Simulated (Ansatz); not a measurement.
# How fast states decay through K2LiGaBr6, part 2 of 2

A new crystal, K2LiGaBr6: structure, gap and complex bands. It is built by putting Br for F in the K2LiGaF6 structure of space group Fm-3m, with the volume rescaled by atomic radii. The parent structure comes from the Materials Project.

Ansatz 0.2.0; PBE DFT, plane waves, PAW files (the session's first sound run).

So far, gap on the k-mesh (eV): step 3 (the bulk crystal and its band edges, PBE) 1.20; step 5 (PBEsol) 1.12.

The structure was built from a prototype and need not be the compound's stable phase.

**7. A repeat with changed settings: scf.eigensolver.kind = "davidson"**

This step: PBE DFT, plane waves, PAW files; complex bands by layer matching along the plane's normal; changed: scf.eigensolver.kind = "davidson" (Ansatz 0.2.0).

This run repeats an earlier one, its twin (the complex run, plane (111)), with one setting changed (scf.eigensolver.kind; files written aside). It is meant to test whether the numerical route changes the result or only the time. Where the input is shown as a difference, that is against the step before, not the twin.

File input.yaml:

```yaml
crystal:
  lattice:
    - [7.514900275, 0.0, 0.0]
    - [3.757450137, 6.508094545, 0.0]
    - [3.757450137, 2.169364848, 6.13589038]
  atoms:
    - { symbol: K, position: [0.25, 0.25, 0.25] }
    - { symbol: K, position: [0.75, 0.75, 0.75] }
    - { symbol: Li, position: [0.5, 0.5, 0.5] }
    - { symbol: Ga, position: [0.0, 0.0, 0.0] }
    - { symbol: Br, position: [0.7582693496, 0.7582693496, 0.2417306504] }
    - { symbol: Br, position: [0.7582693496, 0.2417306504, 0.2417306504] }
    - { symbol: Br, position: [0.2417306504, 0.2417306504, 0.7582693496] }
    - { symbol: Br, position: [0.2417306504, 0.7582693496, 0.2417306504] }
    - { symbol: Br, position: [0.7582693496, 0.2417306504, 0.7582693496] }
    - { symbol: Br, position: [0.2417306504, 0.7582693496, 0.7582693496] }
kpoints:
  mp_grid: { grid: [4, 4, 4] }
scf:
  occupations: { method: fixed }
  eigensolver: { kind: davidson }
hamiltonian:
  xc: pbe
output:
  eigenvalues: true
  transmission:
    leads: [[0, 0]]
    kpoints: [[0.0, 0.0], [0.5, 0.0]]
    e_range: [-1.0, 2.2]
    de: 0.08
```

Started as:

```console
$ ansatz run input.yaml --threads 2 --pin off --max-ram 4096MiB --backend cpu --events-out ev --progress --plain --runs-dir out
```

It took 56 s on 2 threads of AMD EPYC 9R45, shared host; peak memory 1.7 GiB.

This step gave:

* free energy: -23775.1726 eV
* Fermi energy: 2.370 eV
* gap on the k-mesh: 1.196 eV
* level to which the leads are filled: 0.5980 eV from the Fermi level
* decay constant at the filling level, zone centre: 0.1737 Å⁻¹
* decay constant at the filling level, slowest listed point: 0.1737 Å⁻¹

K parallel (0, 0); values up to 1.5 1/Å, a degenerate pair printed once or twice; energies at which all values exceed this have no row. Im kz of the slowest decaying states against energy, zero at the highest filled level on the SCF mesh:

| energy (eV) | decay 1 (Å⁻¹) | decay 2 (Å⁻¹) | decay 3 (Å⁻¹) | decay 4 (Å⁻¹) |
| --- | --- | --- | --- | --- |
| -1.00 | 0.344 | 0.545 | 0.632 | 0.840 |
| -0.84 | 0.151 | 0.545 | 0.639 | 0.771 |
| -0.68 | 0.130 | 0.234 | 0.407 | 0.544 |
| -0.52 | 0.0228 | 0.0279 | 0.147 | 0.200 |
| -0.36 | 0.0491 | 0.100 | 0.108 | 0.267 |
| -0.20 | 0.142 | 0.305 | 0.416 | 0.534 |
| -0.04 | 0.163 | 0.338 | 0.501 | 0.530 |
| 0.12 | 0.152 | 0.175 | 0.231 | 0.364 |
| 0.28 | 0.180 | 0.212 | 0.338 | 0.386 |
| 0.44 | 0.180 | 0.246 | 0.404 | 0.407 |
| 0.60 | 0.174 | 0.271 | 0.419 | 0.459 |
| 0.76 | 0.160 | 0.289 | 0.432 | 0.495 |
| 0.92 | 0.136 | 0.303 | 0.443 | 0.487 |
| 1.08 | 0.0944 | 0.314 | 0.452 | 0.478 |
| 1.24 | 0.323 | 0.459 | 0.469 | 0.586 |
| 1.40 | 0.330 | 0.459 | 0.465 | 0.606 |
| 1.56 | 0.335 | 0.449 | 0.470 | 0.605 |
| 1.72 | 0.339 | 0.439 | 0.474 | 0.597 |
| 1.88 | 0.341 | 0.429 | 0.476 | 0.589 |
| 2.04 | 0.342 | 0.418 | 0.478 | 0.580 |
| 2.20 | 0.0912 | 0.342 | 0.406 | 0.478 |

K parallel (0, 0). Re kz of states that move upwards against energy, zero at the highest filled level on the SCF mesh:

| energy (eV) | channel 1 (Å⁻¹) | channel 2 (Å⁻¹) | channel 3 (Å⁻¹) | channel 4 = channel 5 (Å⁻¹) |
| --- | --- | --- | --- | --- |
| -1.00 | -0.242 | -0.242 | -0.225 | -0.199 |
| -0.84 | -0.172 | -0.109 | -0.109 | -0.0981 |
| -0.68 | -0.114 | 0.292 | - | - |
| -0.52 | 0.275 | 0.275 | - | - |
| -0.36 | - | - | - | - |
| -0.20 | -0.333 | -0.275 | -0.275 | - |
| -0.04 | -0.140 | -0.100 | -0.100 | - |
| 0.12 | - | - | - | - |
| 0.28 | - | - | - | - |
| 0.44 | - | - | - | - |
| 0.60 | - | - | - | - |
| 0.76 | - | - | - | - |
| 0.92 | - | - | - | - |
| 1.08 | - | - | - | - |
| 1.24 | 0.0621 | - | - | - |
| 1.40 | 0.142 | - | - | - |
| 1.56 | 0.202 | - | - | - |
| 1.72 | 0.260 | - | - | - |
| 1.88 | 0.322 | - | - | - |
| 2.04 | 0.401 | - | - | - |
| 2.20 | - | - | - | - |

K parallel (0.5, 0); values up to 1.5 1/Å, a degenerate pair printed once or twice; energies at which all values exceed this have no row. Im kz of the slowest decaying states against energy, zero at the highest filled level on the SCF mesh:

| energy (eV) | decay 1 (Å⁻¹) | decay 2 (Å⁻¹) | decay 3 (Å⁻¹) | decay 4 (Å⁻¹) |
| --- | --- | --- | --- | --- |
| -1.00 | 0.0249 | 0.0296 | 0.0791 | 0.0877 |
| -0.84 | 0.0366 | 0.0887 | 0.401 | 0.654 |
| -0.68 | 0.102 | 0.258 | 0.662 | 0.798 |
| -0.52 | 0.0327 | 0.178 | 0.338 | 0.668 |
| -0.36 | 0.0713 | 0.126 | 0.191 | 0.248 |
| -0.20 | 0.134 | 0.182 | 0.185 | 0.267 |
| -0.04 | 0.194 | 0.221 | 0.262 | 0.319 |
| 0.12 | 0.201 | 0.239 | 0.240 | 0.316 |
| 0.28 | 0.263 | 0.269 | 0.357 | 0.388 |
| 0.44 | 0.281 | 0.310 | 0.390 | 0.411 |
| 0.60 | 0.294 | 0.339 | 0.418 | 0.429 |
| 0.76 | 0.304 | 0.361 | 0.445 | 0.445 |
| 0.92 | 0.310 | 0.379 | 0.459 | 0.462 |
| 1.08 | 0.303 | 0.323 | 0.393 | 0.471 |
| 1.24 | 0.293 | 0.333 | 0.404 | 0.481 |
| 1.40 | 0.279 | 0.340 | 0.413 | 0.490 |
| 1.56 | 0.259 | 0.345 | 0.421 | 0.497 |
| 1.72 | 0.232 | 0.349 | 0.426 | 0.504 |
| 1.88 | 0.191 | 0.351 | 0.431 | 0.509 |
| 2.04 | 0.123 | 0.352 | 0.434 | 0.514 |
| 2.20 | 0.352 | 0.436 | 0.518 | 0.529 |

The least decay constant is 0.174 Å⁻¹ against 0.174 Å⁻¹ in the twin: no change within 1 %.

**8. The same cell, other settings**

This step: PBE DFT, plane waves, PAW files; complex bands by layer matching along the plane's normal; changed: output.transmission.e_range = [-1, 1], output.transmission.de = 0.02 (Ansatz 0.2.0).

This run repeats an earlier one, its twin (the complex run, plane (111)), with two settings changed (output.transmission.e_range, output.transmission.de; files written aside). It is meant to test what the energy window and step decide. Where the input is shown as a difference, that is against the step before, not the twin.

input.yaml: that of step 7 with these lines changed.

```diff
@@ -20,3 +20,2 @@
   occupations: { method: fixed }
-  eigensolver: { kind: davidson }
 hamiltonian:
@@ -28,3 +27,3 @@
     kpoints: [[0.0, 0.0], [0.5, 0.0]]
-    e_range: [-1.0, 2.2]
-    de: 0.08
+    e_range: [-1, 1]
+    de: 0.02
```

Run time: 9 min. Hardware: 2 threads; peak memory 2.1 GiB.

This step gave:

```
level to which the leads are filled                       : 0 eV from the Fermi level
decay constant at the filling level, zone centre          : 0.1711 Å⁻¹
decay constant at the filling level, slowest listed point : 0.1711 Å⁻¹
```

K parallel (0, 0); values up to 1.5 1/Å, a degenerate pair printed once or twice; energies at which all values exceed this have no row. Im kz of the slowest decaying states against energy, zero at the Fermi level of the second SCF:

| energy (eV) | decay 1 (Å⁻¹) | decay 2 (Å⁻¹) | decay 3 (Å⁻¹) | decay 4 (Å⁻¹) |
| --- | --- | --- | --- | --- |
| -1.595 | 0.309 | 0.545 | 0.634 | 0.824 |
| -1.495 | 0.188 | 0.545 | 0.638 | 0.781 |
| -1.395 | 0.0580 | 0.120 | 0.545 | 0.619 |
| -1.295 | 0.142 | 0.306 | 0.544 | 0.644 |
| -1.195 | 0.186 | 0.189 | 0.542 | 0.646 |
| -1.095 | 0.0720 | 0.0739 | 0.092 | 0.236 |
| -0.995 | 0.0491 | 0.1 | 0.108 | 0.267 |
| -0.895 | 0.132 | 0.292 | 0.379 | 0.536 |
| -0.795 | 0.148 | 0.314 | 0.439 | 0.533 |
| -0.695 | 0.161 | 0.334 | 0.491 | 0.530 |
| -0.595 | 0.0935 | 0.136 | 0.170 | 0.351 |
| -0.495 | 0.162 | 0.176 | 0.248 | 0.367 |
| -0.395 | 0.180 | 0.200 | 0.316 | 0.381 |
| -0.295 | 0.181 | 0.226 | 0.367 | 0.393 |
| -0.195 | 0.180 | 0.246 | 0.404 | 0.407 |
| -0.095 | 0.177 | 0.262 | 0.414 | 0.441 |
| 0.005 | 0.171 | 0.276 | 0.422 | 0.470 |
| 0.105 | 0.162 | 0.287 | 0.430 | 0.496 |
| 0.205 | 0.150 | 0.296 | 0.438 | 0.491 |
| 0.305 | 0.133 | 0.304 | 0.444 | 0.486 |

K parallel (0.5, 0); values up to 1.5 1/Å, a degenerate pair printed once or twice; energies at which all values exceed this have no row. The Im kz of the slowest decaying states by energy, zero at the Fermi level of the second SCF:

| energy (eV) | decay 1 (Å⁻¹) | decay 2 (Å⁻¹) | decay 3 (Å⁻¹) | decay 4 (Å⁻¹) |
| --- | --- | --- | --- | --- |
| -1.595 | 0.0440 | 0.0999 | 0.499 | 0.647 |
| -1.495 | 0.0445 | 0.0969 | 0.420 | 0.653 |
| -1.395 | 0.140 | 0.315 | 0.659 | 0.788 |
| -1.295 | 0.0370 | 0.265 | 0.663 | 0.800 |
| -1.195 | 0.154 | 0.316 | 0.667 | 0.810 |
| -1.095 | 0.0497 | 0.0638 | 0.119 | 0.208 |
| -0.995 | 0.0713 | 0.126 | 0.191 | 0.248 |
| -0.895 | 0.0981 | 0.136 | 0.167 | 0.243 |
| -0.795 | 0.152 | 0.195 | 0.206 | 0.282 |
| -0.695 | 0.188 | 0.217 | 0.254 | 0.313 |
| -0.595 | 0.138 | 0.216 | 0.234 | 0.291 |
| -0.495 | 0.212 | 0.243 | 0.321 | 0.362 |
| -0.395 | 0.255 | 0.258 | 0.347 | 0.381 |
| -0.295 | 0.271 | 0.286 | 0.370 | 0.398 |
| -0.195 | 0.281 | 0.310 | 0.390 | 0.411 |
| -0.095 | 0.290 | 0.330 | 0.408 | 0.423 |
| 0.005 | 0.297 | 0.346 | 0.424 | 0.433 |
| 0.105 | 0.303 | 0.359 | 0.441 | 0.443 |
| 0.205 | 0.307 | 0.371 | 0.452 | 0.454 |
| 0.305 | 0.310 | 0.381 | 0.460 | 0.464 |

K parallel (0.5, 0). Table of Re kz of states that move upwards by energy, zero at the Fermi level of the second SCF:

| energy (eV) | channel 1 (Å⁻¹) | channel 2 (Å⁻¹) | channel 3 (Å⁻¹) | channel 4 (Å⁻¹) | channel 5 (Å⁻¹) |
| --- | --- | --- | --- | --- | --- |
| -1.595 | 0.353 | 0.366 | - | - | - |
| -1.495 | 0.437 | 0.482 | - | - | - |
| -1.395 | -0.495 | -0.474 | -0.403 | 0.173 | 0.467 |
| -1.295 | -0.485 | -0.431 | -0.386 | -0.346 | 0.408 |
| -1.195 | -0.436 | -0.378 | -0.353 | -0.284 | -0.275 |
| -1.095 | -0.362 | -0.322 | - | - | - |
| -0.995 | -0.256 | -0.245 | - | - | - |
| -0.895 | -0.0262 | - | - | - | - |
| -0.795 | 0.0915 | - | - | - | - |
| -0.695 | 0.220 | - | - | - | - |
| -0.595 | - | - | - | - | - |

The filling level or the zero moved, so the decay constant is read at +0.01 eV here and at +0.60 eV in the twin, and the two can't be compared directly.

**9. Summary of results**

| Quantity | Value |
| --- | --- |
| band gap | 1.20 eV |
| least decay constant at mid-gap, normal to (111) | 0.174 Å⁻¹ |
| least decay constant, PBEsol | 0.164 Å⁻¹ |

**Reading.** With PBE, the slowest decay at the wavevectors tried is κ = 0.174 Å⁻¹, normal to (111). Through such a film the transmission near mid-gap falls as exp(−2κd), a factor of ten every 6.6 Å. A free electron under a barrier of half the gap would need a mass of 0.19 mₑ to decay at this rate. With PBEsol the gap goes from 1.20 to 1.12 eV and the decay constant, over the first 2 listed wavevectors, from 0.174 to 0.164 Å⁻¹. The compound is made up by substitution; its stability against other phases and against distortions of the cell's symmetry was not tested. A semilocal functional narrows gaps, so real decay constants are likely larger.

[Logs are printed without paths, hosts, clocks, repeated set-up lines and the standing remarks that a program may print on its own settings, such as how far it seeks lower states.]

[Hosts, paths, dates, database ids (printed as entryN), source tags and the programs' standing remarks are cut or masked in the printed files.]
